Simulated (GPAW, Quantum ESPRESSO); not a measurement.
**Al K-edge XANES of ScAl (Pm-3m)**

Aim: the Al K edge of ScAl (Pm-3m) by two routes, a Lanczos recursion (XSpectra) and a sum over empty bands (GPAW), to see which features are robust.

Calculated with Quantum ESPRESSO 7.5; core-hole supercells, plane-wave PAW LDA (first program; GPAW 26.7.0 follows as the second).

Most raw output is cut from this account.

### 1. Starting point

It takes space group Pm-3m (No. 221, cubic). The conventional cell has a = 3.370 Å, b = 3.370 Å, c = 3.370 Å, α = 90.00°, β = 90.00°, γ = 90.00°. Nearest to Sc lie 8 Al at 2.92 Å. Nearest to Al lie 8 Sc at 2.92 Å. Farther neighbours are not listed.

As a file:

```cif
data_structure
_symmetry_space_group_name_H-M 'Pm-3m'
_symmetry_Int_Tables_number 221
_cell_length_a 3.3703
_cell_length_b 3.3703
_cell_length_c 3.3703
_cell_angle_alpha 90.000
_cell_angle_beta 90.000
_cell_angle_gamma 90.000
_cell_volume 38.28
loop_
_atom_site_label
_atom_site_type_symbol
_atom_site_symmetry_multiplicity
_atom_site_Wyckoff_symbol
_atom_site_fract_x
_atom_site_fract_y
_atom_site_fract_z
_atom_site_occupancy
Sc1 Sc 1 b 0.50000 0.50000 0.50000 1
Al1 Al 1 a 0.00000 0.00000 0.00000 1
```

### 2. The field without a hole (Quantum ESPRESSO)

A plain self-consistent run shows whether there is a gap, which decides the set-up of the core-hole run.

The PAW data sets are made with ld1.x, with reconstruction data.

scf.in reads:

```
&control
   calculation='scf', prefix='x', pseudo_dir='../pp', outdir='tmp', tprnfor=.true.
/
&system
   ibrav=0, nat=2, ntyp=2, nbnd=11
   ecutwfc=50, ecutrho=450
   occupations='smearing', smearing='mv', degauss=0.015
/
&electrons
   conv_thr=2.0e-08, electron_maxstep=120
   mixing_beta=0.5
/
ATOMIC_SPECIES
Sc 1.0 Sc.lda-spn-kjpaw.UPF
Al3 1.0 Al.lda-nl-kjpaw.UPF
CELL_PARAMETERS angstrom
  3.37034897 0.00000000 0.00000000
  0.00000000 3.37034897 0.00000000
  0.00000000 0.00000000 3.37034897
ATOMIC_POSITIONS crystal
Sc   0.50000000 0.50000000 0.50000000
Al3  0.00000000 0.00000000 0.00000000
K_POINTS automatic
8 8 8 0 0 0
```

Launch:

```
OMP_NUM_THREADS=1 mpirun --oversubscribe --bind-to none -np 4 pw.x -nk 4 -in scf.in > scf.out
```

Wall time 5.3 s (4 MPI ranks of AMD EPYC 7R32 (Zen 2), shared host); peak memory 0.1 GiB.

Absorbing atoms carry a label of their own (element plus a letter or digit), as the spectrum program needs them as separate species.

The mesh shows no gap, so the system is treated as a metal and the core electron is put at the Fermi level (neutral cell).

### 3. Spectrum without a core hole, Al atom 2 (Quantum ESPRESSO)

This cheap baseline ignores the attraction of the hole: it shows the absorber's empty states as they are in the ground state.

The absorber has 8 Sc at 2.92 Å and 6 Al at 3.37 Å (cube and octahedron, as in bcc, site symmetry m-3m).

xspectra.in reads:

```
&input_xspectra
   calculation='xanes_dipole', edge='K'
   prefix='x', outdir='tmp', xiabs=2, xe0=9.3555
   xonly_plot=.false., x_save_file='xanes.sav'
   xniter=3000, xcheck_conv=20, xerror=0.005
   xcoordcrys=.false., xepsilon(1)=1, xepsilon(2)=0, xepsilon(3)=0
/
&plot
   xnepoint=413, xemin=-10, xemax=45, terminator=.true., cut_occ_states=.true.
   xgamma=0.4
/
&pseudos
   filecore='../Al.wfc'
/
&cut_occ
   cut_desmooth=0.1, cut_stepl=0.05, cut_stepu=0.05, cut_ierror=1e-5
/
9 9 9 0 0 0
```

Launch:

```
OMP_NUM_THREADS=1 mpirun --oversubscribe --bind-to none -np 4 xspectra.x -nk 4 -in xspectra.in > xspectra.out
```

Wall time 28 s (4 MPI ranks); peak memory 0.1 GiB.

The Al K spectrum, Al atom 2, no core hole (energy from the energy zero of the input (xe0, at the border of filled and empty states); intensity scaled to a mean of 1 over the first 20 eV; the points at xe0, where the cut of filled states can leave a spike, are interpolated):

```csv
E (eV),intensity
-2.0,0.05
-1.5,0.07
-1.0,0.09
-0.5,0.15
0.0,0.35
0.5,0.61
1.0,0.92
1.5,0.73
2.0,0.47
2.5,0.38
3.0,0.50
3.5,0.81
4.0,0.86
4.5,0.92
5.0,0.96
5.5,1.16
6.0,1.29
6.5,1.87
7.0,1.90
7.5,1.55
8.0,1.24
8.5,0.92
9.0,0.90
9.5,1.15
10.0,1.42
10.5,1.41
11.0,1.15
11.5,1.07
12.0,1.45
12.5,1.42
13.0,1.21
13.5,1.16
14.0,1.12
14.5,1.10
15.0,1.21
15.5,0.92
16.0,0.82
16.5,0.63
17.0,0.64
17.5,0.70
18.0,0.68
18.5,0.64
19.0,0.71
19.5,0.77
20.0,0.91
20.5,1.23
21.0,1.44
21.5,1.49
22.0,1.19
22.5,1.27
23.0,1.47
23.5,1.39
24.0,1.17
24.5,1.29
25.0,1.12
25.5,1.15
26.0,1.44
26.5,1.71
27.0,1.65
27.5,1.43
28.0,1.27
28.5,1.04
29.0,1.23
29.5,1.24
30.0,1.39
30.5,1.21
31.0,1.06
31.5,1.02
32.0,0.92
```

Main maxima below 24 eV (height): 1.1 eV (0.93), 6.7 eV (2.06), 10.3 eV (1.47), 12.2 eV (1.51), 15.0 eV (1.21), 21.2 eV (1.54) and 23.2 eV (1.54). A K edge sees empty p states on the absorber.

### 4. Another broadening

The final state's lifetime shortens with energy, so measured features broaden above the edge; the saved Lanczos coefficients are redrawn with a width that grows.

xspectra_plot.in reads:

```
&input_xspectra
   calculation='xanes_dipole', edge='K'
   prefix='x', outdir='tmp', xiabs=2, xe0=9.3555
   xonly_plot=.true., x_save_file='xanes.sav'
   xniter=3000, xcheck_conv=20, xerror=0.005
   xcoordcrys=.false., xepsilon(1)=1, xepsilon(2)=0, xepsilon(3)=0
/
&plot
   xnepoint=413, xemin=-10, xemax=45, terminator=.true., cut_occ_states=.true.
   gamma_mode='variable', gamma_energy(1)=4, gamma_energy(2)=25, gamma_value(1)=0.3, gamma_value(2)=2.5
/
&pseudos
   filecore='../Al.wfc'
/
&cut_occ
   cut_desmooth=0.1, cut_stepl=0.05, cut_stepu=0.05, cut_ierror=1e-5
/
9 9 9 0 0 0
```

Launch:

```
OMP_NUM_THREADS=1 xspectra.x -in xspectra_plot.in > xspectra_plot.out
```

Elapsed: 8.5 s, on 1 MPI rank; peak memory 0.08 GiB.

With a Lorentzian half width 0.3 eV up to 4 eV, rising linearly to 2.5 eV at 25 eV, the maxima are 1.1 eV (1.04), 3.8 eV (0.90), 6.7 eV (1.77), 10.3 eV (1.24) and 12.2 eV (1.21).

### 5. Supercell without a hole, the energy reference (Quantum ESPRESSO)

The photon energy needs a difference of total energies, so the cell and mesh of the coming hole run are first run without a hole.

scf.in reads:

```
&control
   calculation='scf', prefix='x', pseudo_dir='../pp', outdir='tmp', tprnfor=.true.
/
&system
   ibrav=0, nat=8, ntyp=2, nbnd=34
   ecutwfc=50, ecutrho=450
   occupations='smearing', smearing='mv', degauss=0.015
/
&electrons
   conv_thr=8.0e-08, electron_maxstep=120
   mixing_beta=0.5
/
ATOMIC_SPECIES
Sc 1.0 Sc.lda-spn-kjpaw.UPF
Al 1.0 Al.lda-nl-kjpaw.UPF
CELL_PARAMETERS angstrom
  3.37034897 3.37034897 3.37034897
  -3.37034897 3.37034897 -3.37034897
  -3.37034897 -3.37034897 3.37034897
ATOMIC_POSITIONS crystal
Sc   0.50000000 0.00000000 0.00000000
Sc   0.50000000 0.50000000 0.50000000
Sc   0.00000000 0.00000000 0.50000000
Sc   0.00000000 0.50000000 0.00000000
Al   0.00000000 0.00000000 0.00000000
Al   0.00000000 0.50000000 0.50000000
Al   0.50000000 0.00000000 0.50000000
Al   0.50000000 0.50000000 0.00000000
K_POINTS automatic
5 5 5 0 0 0
```

Launch:

```
OMP_NUM_THREADS=1 mpirun --oversubscribe --bind-to none -np 4 pw.x -nk 4 -in scf.in > scf.out
```

Wall time 30 s (4 MPI ranks); peak memory 0.28 GiB.

Reference energy: -109330.516 eV with the cores included.

### 6. The atom with a core hole (Quantum ESPRESSO)

The final state has one core electron fewer, so a PAW data set is made for an atom with that hole.

Al.lda-nl-kjpaw-1sch.ld1.in reads:

```
&input
   title='Al', zed=13., rel=1, iswitch=3, dft='PZ',
   config='1s1 2s2 2p6 3s2 3p2 3d-1'
/
&inputp
   file_pseudopw='Al.lda-nl-kjpaw-1sch.UPF', author='',
   lpaw=.true.,
   pseudotype=3,
   lloc=2,
   which_augfun='PSQ',
   rmatch_augfun_nc=.true.,
   nlcc=.true.,
   new_core_ps=.true.,
   rcore=1.8,
   tm=.true.,
   zval=4,
   lgipaw_reconstruction=.true., use_paw_as_gipaw=.true.
/
5
3S  1  0  2.00  0.00  1.50  1.90  0.0
3S  1  0  0.00  6.00  1.50  1.90  0.0
3P  2  1  2.00  0.00  1.50  1.90  0.0
3P  2  1  0.00  3.50  1.50  1.90  0.0
3D  3  2  0.00  1.00  1.90  1.90  0.0
```

Launch:

```
ld1.x < Al.lda-nl-kjpaw-1sch.ld1.in > Al.lda-nl-kjpaw-1sch.ld1.out
```

It took 0.93 s on 1 MPI rank; peak memory 0.12 GiB.

Removing the core electron and adding it to the valence shell costs the free atom 1565.2 eV.

### 7. Supercell with XCH, Al atom 2 (Quantum ESPRESSO)

The holes are 5.8 Å apart. The excited electron is kept in the cell, where it fills the lowest empty states and screens the hole.

scf.in, as its differences from that of step 5:

```diff
@@ -4,3 +4,3 @@
 &system
-   ibrav=0, nat=8, ntyp=2, nbnd=34
+   ibrav=0, nat=8, ntyp=3, nbnd=35
    ecutwfc=50, ecutrho=450
@@ -14,2 +14,3 @@
 Sc 1.0 Sc.lda-spn-kjpaw.UPF
+Al0 1.0 Al.lda-nl-kjpaw-1sch.UPF
 Al 1.0 Al.lda-nl-kjpaw.UPF
@@ -24,3 +25,3 @@
 Sc   0.00000000 0.50000000 0.00000000
-Al   0.00000000 0.00000000 0.00000000
+Al0  0.00000000 0.00000000 0.00000000
 Al   0.00000000 0.50000000 0.50000000
```

Launch:

```
OMP_NUM_THREADS=1 mpirun --oversubscribe --bind-to none -np 4 pw.x -nk 4 -in scf.in > scf.out
```

Elapsed: 34 s, on 4 MPI ranks; peak memory 0.29 GiB.

Energy with the hole: -107767.199 eV, cores included.

### 8. Spectrum with XCH, Al atom 2 (Quantum ESPRESSO)

The Lanczos recursion gives the spectrum without computing empty bands; each polarisation needs a run of its own on the full k mesh. xe0 is set between filled and empty states, and states below it are cut, here at the Fermi level, which holds the excited electron. The file of filecore holds the core orbital, taken from the hole-free data set.

xspectra.in, as its differences from that of step 3:

```diff
@@ -2,3 +2,3 @@
    calculation='xanes_dipole', edge='K'
-   prefix='x', outdir='tmp', xiabs=2, xe0=9.3555
+   prefix='x', outdir='tmp', xiabs=2, xe0=9.6203
    xonly_plot=.false., x_save_file='xanes.sav'
@@ -17,2 +17,2 @@
 /
-9 9 9 0 0 0
+6 6 6 0 0 0
```

Launch:

```
OMP_NUM_THREADS=1 mpirun --oversubscribe --bind-to none -np 4 xspectra.x -nk 4 -in xspectra.in > xspectra.out
```

Run time: 1.7 min. Hardware: 4 MPI ranks; peak memory 0.23 GiB.

The Al K spectrum, Al atom 2, excited-electron core hole (neutral cell) (energy from the energy zero of the input (xe0, at the border of filled and empty states); intensity scaled to a mean of 1 over the first 20 eV; the points at xe0, where the cut of filled states can leave a spike, are interpolated):

```csv
E (eV),intensity
-2.00,0.07
-1.25,0.10
-0.50,0.23
0.25,0.83
1.00,0.96
1.75,0.53
2.50,0.62
3.25,1.10
4.00,1.34
4.75,1.55
5.50,2.01
6.25,1.77
7.00,1.02
7.75,0.84
8.50,0.89
9.25,1.20
10.00,1.21
10.75,1.12
11.50,1.05
12.25,0.92
13.00,0.83
13.75,0.90
14.50,0.79
15.25,0.71
16.00,0.52
16.75,0.58
17.50,0.70
18.25,0.74
19.00,0.98
19.75,1.33
20.50,1.52
21.25,1.32
22.00,1.00
22.75,1.14
23.50,1.12
24.25,1.01
25.00,1.08
25.75,1.23
26.50,1.12
27.25,1.13
28.00,1.05
28.75,1.31
29.50,0.90
30.25,0.67
31.00,0.78
31.75,0.88
```

Main maxima below 24 eV (height): 0.7 eV (1.07), 5.8 eV (2.04), 9.2 eV (1.21), 10.3 eV (1.22), 20.7 eV (1.59), 22.7 eV (1.14) and 23.6 eV (1.13). 

The total-energy difference is 1563.32 eV. One term is added: -13.88 eV, since the hole is spin-paired here and a spin-polarised one costs that much less in the free atom (computed apart). The photon energy is then 1549.44 eV. The tabulated edge of the element is 1559 eV. The functional leaves an error in such absolute values: in the free atom LDA prices this hole 7.2 eV below PBE (computed apart), and PBE is itself good to a few eV.

### 9. Another broadening

xspectra_plot.in, as its differences from that of step 4:

```diff
@@ -2,3 +2,3 @@
    calculation='xanes_dipole', edge='K'
-   prefix='x', outdir='tmp', xiabs=2, xe0=9.3555
+   prefix='x', outdir='tmp', xiabs=2, xe0=9.6203
    xonly_plot=.true., x_save_file='xanes.sav'
@@ -17,2 +17,2 @@
 /
-9 9 9 0 0 0
+6 6 6 0 0 0
```

Launch:

```
OMP_NUM_THREADS=1 xspectra.x -in xspectra_plot.in > xspectra_plot.out
```

Elapsed: 3.6 s, on 1 MPI rank; peak memory 0.04 GiB.

With a Lorentzian half width 0.3 eV up to 4 eV, rising linearly to 2.5 eV at 25 eV, the maxima are 0.7 eV (1.17), 5.6 eV (1.94), 10.0 eV (1.10) and 20.8 eV (1.08).

### 10. The field without a hole (GPAW)

The second program starts from its own ground state, on the same cell and functional.

scf.py reads:

```python
import numpy as np
from ase import Atoms
from ase.parallel import parprint, paropen
from gpaw import GPAW, PW, FermiDirac, Mixer, MixerDif, setup_paths
from gpaw.test import gen
setup_paths.insert(0, '.')
gen('Al', name='nch1s', xcname='LDA', corehole=(1, 0, 0), write_xml=True)
from gpaw.mpi import world
world.barrier()

atoms = Atoms('ScAl',
    cell=[[3.37034897, 0, 0],
     [0, 3.37034897, 0],
     [0, 0, 3.37034897]],
    scaled_positions=[[0.5, 0.5, 0.5],
     [0, 0, 0]],
    pbc=True)
atoms.calc = calc = GPAW(legacy_gpaw=True, mode=PW(500, force_complex_dtype=True), xc='LDA', setups={1: 'nch1s'},
    kpts={'size': (7, 7, 7), 'gamma': True}, occupations=FermiDirac(0.05),
    charge=0, mixer=Mixer(0.1, 5, 50), maxiter=150,
    convergence={'density': 0.0001, 'eigenstates': 1e-6}, txt='scf.txt')
energy = atoms.get_potential_energy() + calc.get_reference_energy()
ef = calc.get_fermi_level()
out = dict(energy=energy, fermi=ef, forces=atoms.get_forces().tolist())
parprint(f'all-electron energy {energy:.4f} eV, Fermi level {ef:.4f} eV')
ev = np.array([[calc.get_eigenvalues(k, s) for k in range(len(calc.get_ibz_k_points()))] for s in range(calc.get_number_of_spins())])
out['homo'], out['lumo'], out['counts'] = ev[ev < ef].max(), ev[ev > ef].min(), sorted(set((ev < ef).sum((0, 2)).tolist()))
out['filled'] = (ev[:, 0] < ef).sum(1).tolist()
import json
with paropen('out.json', 'w') as f:
    json.dump(out, f)
```

Launch:

```
OMP_NUM_THREADS=1 mpirun -n 4 gpaw python scf.py
```

Wall time 4.9 s (4 MPI ranks); peak memory 0.17 GiB.

The mesh shows no gap, so the system is treated as a metal and the core electron is put at the Fermi level (neutral cell).

### 11. Spectrum without a core hole, Al atom 2 (GPAW)

Without a hole the spectrum is the empty density of states of the right symmetry on the absorber, weighted by matrix elements. It needs only the small cell and serves as the baseline. The data set with a hole of occupation 0 only carries the core orbital.

xas.py reads:

```python
import numpy as np
from ase import Atoms
from ase.parallel import parprint, paropen
from gpaw import GPAW, PW, FermiDirac, Mixer, MixerDif, setup_paths
from gpaw.test import gen
setup_paths.insert(0, '.')
gen('Al', name='nch1s', xcname='LDA', corehole=(1, 0, 0), write_xml=True)
from gpaw.mpi import world
world.barrier()

atoms = Atoms('ScAl',
    cell=[[3.37034897, 0, 0],
     [0, 3.37034897, 0],
     [0, 0, 3.37034897]],
    scaled_positions=[[0.5, 0.5, 0.5],
     [0, 0, 0]],
    pbc=True)
atoms.calc = calc = GPAW(legacy_gpaw=True, mode=PW(500, force_complex_dtype=True), xc='LDA', setups={1: 'nch1s'},
    kpts={'size': (10, 10, 10), 'gamma': True}, occupations=FermiDirac(0.1),
    charge=0, mixer=Mixer(0.1, 5, 50), maxiter=150,
    convergence={'density': 0.0001, 'eigenstates': 1e-6}, txt='scf.txt')
energy = atoms.get_potential_energy() + calc.get_reference_energy()
ef = calc.get_fermi_level()
out = dict(energy=energy, fermi=ef, forces=atoms.get_forces().tolist())
parprint(f'all-electron energy {energy:.4f} eV, Fermi level {ef:.4f} eV')
ev = np.array([[calc.get_eigenvalues(k, s) for k in range(len(calc.get_ibz_k_points()))] for s in range(calc.get_number_of_spins())])
out['homo'], out['lumo'], out['counts'] = ev[ev < ef].max(), ev[ev > ef].min(), sorted(set((ev < ef).sum((0, 2)).tolist()))
out['filled'] = (ev[:, 0] < ef).sum(1).tolist()

from ase.units import Ha
from gpaw.xas import dipole_matrix_elements
nb = int(calc.get_number_of_electrons() / 2) + 31
top = nb
nscf = calc.fixed_density(kpts={'size': (9, 9, 9), 'gamma': True},
    convergence={'eigenstates': 1.0}, txt='nscf.txt')
nscf.diagonalize_full_hamiltonian(nbands=nb)
cell = atoms.cell.array
ops = [cell.T @ U.T @ np.linalg.inv(cell.T) for U in nscf.wfs.kd.symmetry.op_scc]
E = np.arange(-25, 34, 0.1)
fwhm = np.interp(E, [4, 25], [0.9, 3.5])
Y, X, zero, highest = 0, 0, 1e9, 1e9
for spin in range(nscf.get_number_of_spins()):
    wfs = nscf.wfs
    mine = wfs.bd.get_slice()  # this rank's bands
    A = dipole_matrix_elements(wfs.setups[1])
    eps = np.zeros((wfs.kd.nibzkpts, nb))
    d = np.zeros((3, A.shape[1], wfs.kd.nibzkpts, nb), complex)
    for kpt in wfs.kpt_u:
        if kpt.s == spin and 1 in kpt.P_ani:
            eps[kpt.k, mine] = kpt.eps_n * Ha
            d[:, :, kpt.k, mine] = (kpt.weight * wfs.nspins / 2) ** 0.5 * np.inner(A, kpt.P_ani[1])
    world.sum(eps)
    world.sum(d)
    T = np.einsum('amkn,bmkn->abkn', d, d.conj()).real
    T = sum(np.einsum('ai,ijkn,bj->abkn', R, T, R) for R in ops) / len(ops)
    empty = eps > ef
    zero, highest = min(zero, eps[empty].min()), min(highest, eps[:, top - 1].min())
    lines = [(eps, T, empty)] if spin == 0 else lines + [(eps, T, empty)]
for eps, T, empty in lines:
    f = np.einsum('aakn->akn', T).reshape(3, -1)
    x = eps.ravel() - zero
    w = np.interp(x, E, fwhm) / 2.35482
    g = np.exp(-0.5 * ((E[:, None] - x) / w) ** 2) / (w * (2 * np.pi) ** 0.5)
    Y = Y + (f * empty.ravel()) @ g.T
    X = X + (f * ~empty.ravel()) @ g.T
out.update(E=E.round(2).tolist(), xas=Y.tolist(), xes=X.tolist(), zero=zero, valid=highest - zero, nk=len(eps), nb=nb)
for i in range(0, len(E), 10):
    parprint(f'{E[i]:7.2f}', *(f'{v:10.3e}' for v in Y[:, i]))
import json
with paropen('out.json', 'w') as f:
    json.dump(out, f)
```

Launch:

```
OMP_NUM_THREADS=1 mpirun -n 4 gpaw python xas.py
```

Run time: 37 s. Hardware: 4 MPI ranks; peak memory 0.3 GiB; 2.5 min of CPU time.

The Al K spectrum, Al atom 2, no core hole (energy from the lowest empty level; intensity scaled to a mean of 1 over the first 20 eV):

| E (eV) | intensity |
| --- | --- |
| -2.0 | 0.00 |
| -1.5 | 0.00 |
| -1.0 | 0.00 |
| -0.5 | 0.05 |
| 0.0 | 0.27 |
| 0.5 | 0.77 |
| 1.0 | 1.18 |
| 1.5 | 0.82 |
| 2.0 | 0.35 |
| 2.5 | 0.19 |
| 3.0 | 0.43 |
| 3.5 | 0.86 |
| 4.0 | 0.93 |
| 4.5 | 0.92 |
| 5.0 | 0.96 |
| 5.5 | 1.14 |
| 6.0 | 1.51 |
| 6.5 | 2.03 |
| 7.0 | 2.09 |
| 7.5 | 1.64 |
| 8.0 | 1.16 |
| 8.5 | 0.88 |
| 9.0 | 0.89 |
| 9.5 | 1.12 |
| 10.0 | 1.32 |
| 10.5 | 1.33 |
| 11.0 | 1.24 |
| 11.5 | 1.21 |
| 12.0 | 1.27 |
| 12.5 | 1.30 |
| 13.0 | 1.25 |
| 13.5 | 1.16 |
| 14.0 | 1.10 |
| 14.5 | 1.05 |
| 15.0 | 0.98 |
| 15.5 | 0.87 |
| 16.0 | 0.75 |
| 16.5 | 0.65 |
| 17.0 | 0.60 |
| 17.5 | 0.58 |
| 18.0 | 0.60 |
| 18.5 | 0.64 |
| 19.0 | 0.71 |
| 19.5 | 0.81 |
| 20.0 | 0.93 |
| 20.5 | 1.04 |
| 21.0 | 1.14 |
| 21.5 | 1.20 |
| 22.0 | 1.23 |
| 22.5 | 1.23 |
| 23.0 | 1.21 |
| 23.5 | 1.19 |
| 24.0 | 1.17 |
| 24.5 | 1.16 |
| 25.0 | 1.16 |
| 25.5 | 1.18 |
| 26.0 | 1.21 |
| 26.5 | 1.23 |
| 27.0 | 1.23 |
| 27.5 | 1.21 |
| 28.0 | 1.18 |
| 28.5 | 1.15 |
| 29.0 | 1.12 |
| 29.5 | 1.09 |
| 30.0 | 1.06 |

Main maxima below 24 eV (height): 1.0 eV (1.18), 6.8 eV (2.15), 10.3 eV (1.35), 12.4 eV (1.30) and 22.2 eV (1.23). 

The same matrix elements for filled bands give the Al K emission of Al atom 2 (ground-state approximation; energy from the lowest empty level, largest value 1):

```csv
E (eV),emission
-24.00,0.00
-23.25,0.00
-22.50,0.00
-21.75,0.00
-21.00,0.00
-20.25,0.00
-19.50,0.00
-18.75,0.00
-18.00,0.00
-17.25,0.00
-16.50,0.00
-15.75,0.00
-15.00,0.00
-14.25,0.00
-13.50,0.00
-12.75,0.00
-12.00,0.00
-11.25,0.00
-10.50,0.00
-9.75,0.00
-9.00,0.00
-8.25,0.00
-7.50,0.02
-6.75,0.04
-6.00,0.06
-5.25,0.07
-4.50,0.11
-3.75,0.23
-3.00,0.48
-2.25,0.98
-1.50,0.85
-0.75,0.48
0.00,0.09
0.75,0.00
1.50,0.00
2.25,0.00
3.00,0.00
```

Emission maxima: -2.0 eV (1.00).

### 12. Reference energy of the supercell (GPAW)

Total energies of two programs can't be mixed, so the cell and mesh of GPAW's hole run get a reference energy of their own.

scf.py, as its differences from that of step 10:

```diff
@@ -10,11 +10,17 @@
 
-atoms = Atoms('ScAl',
-    cell=[[3.37034897, 0, 0],
-     [0, 3.37034897, 0],
-     [0, 0, 3.37034897]],
-    scaled_positions=[[0.5, 0.5, 0.5],
-     [0, 0, 0]],
+atoms = Atoms('Sc4Al4',
+    cell=[[3.37034897, 3.37034897, 3.37034897],
+     [-3.37034897, 3.37034897, -3.37034897],
+     [-3.37034897, -3.37034897, 3.37034897]],
+    scaled_positions=[[0.5, 0, 0],
+     [0.5, 0.5, 0.5],
+     [0, 0, 0.5],
+     [0, 0.5, 0],
+     [0, 0, 0],
+     [0, 0.5, 0.5],
+     [0.5, 0, 0.5],
+     [0.5, 0.5, 0]],
     pbc=True)
-atoms.calc = calc = GPAW(legacy_gpaw=True, mode=PW(500, force_complex_dtype=True), xc='LDA', setups={1: 'nch1s'},
-    kpts={'size': (7, 7, 7), 'gamma': True}, occupations=FermiDirac(0.05),
+atoms.calc = calc = GPAW(legacy_gpaw=True, mode=PW(500, force_complex_dtype=True), xc='LDA', setups={4: 'nch1s'},
+    kpts={'size': (5, 5, 5), 'gamma': True}, occupations=FermiDirac(0.1),
     charge=0, mixer=Mixer(0.1, 5, 50), maxiter=150,
```

Launch:

```
OMP_NUM_THREADS=1 mpirun -n 4 gpaw python scf.py
```

Elapsed: 19 s, on 4 MPI ranks; peak memory 0.22 GiB; 74 s of CPU time.

Reference energy: -109321.530 eV with the cores included.

(Part 1 of 2 ends here.)

[Logs are printed without paths, hosts, clocks, repeated set-up lines and the standing remarks that a program may print on its own settings, such as how far it seeks lower states.]

[Hosts, paths, dates, database ids (printed as entryN), source tags and the programs' standing remarks are cut or masked in the printed files.]

[Lists of maxima count a maximum above −3 eV only where it reaches 4 % of the highest in the window and stands out from its surroundings by 2 % of it (1.5 % where it reaches 55 %); shoulders and weaker maxima are passed over, and of the rest the first, up to two pre-edge ones and the few strongest are named.]
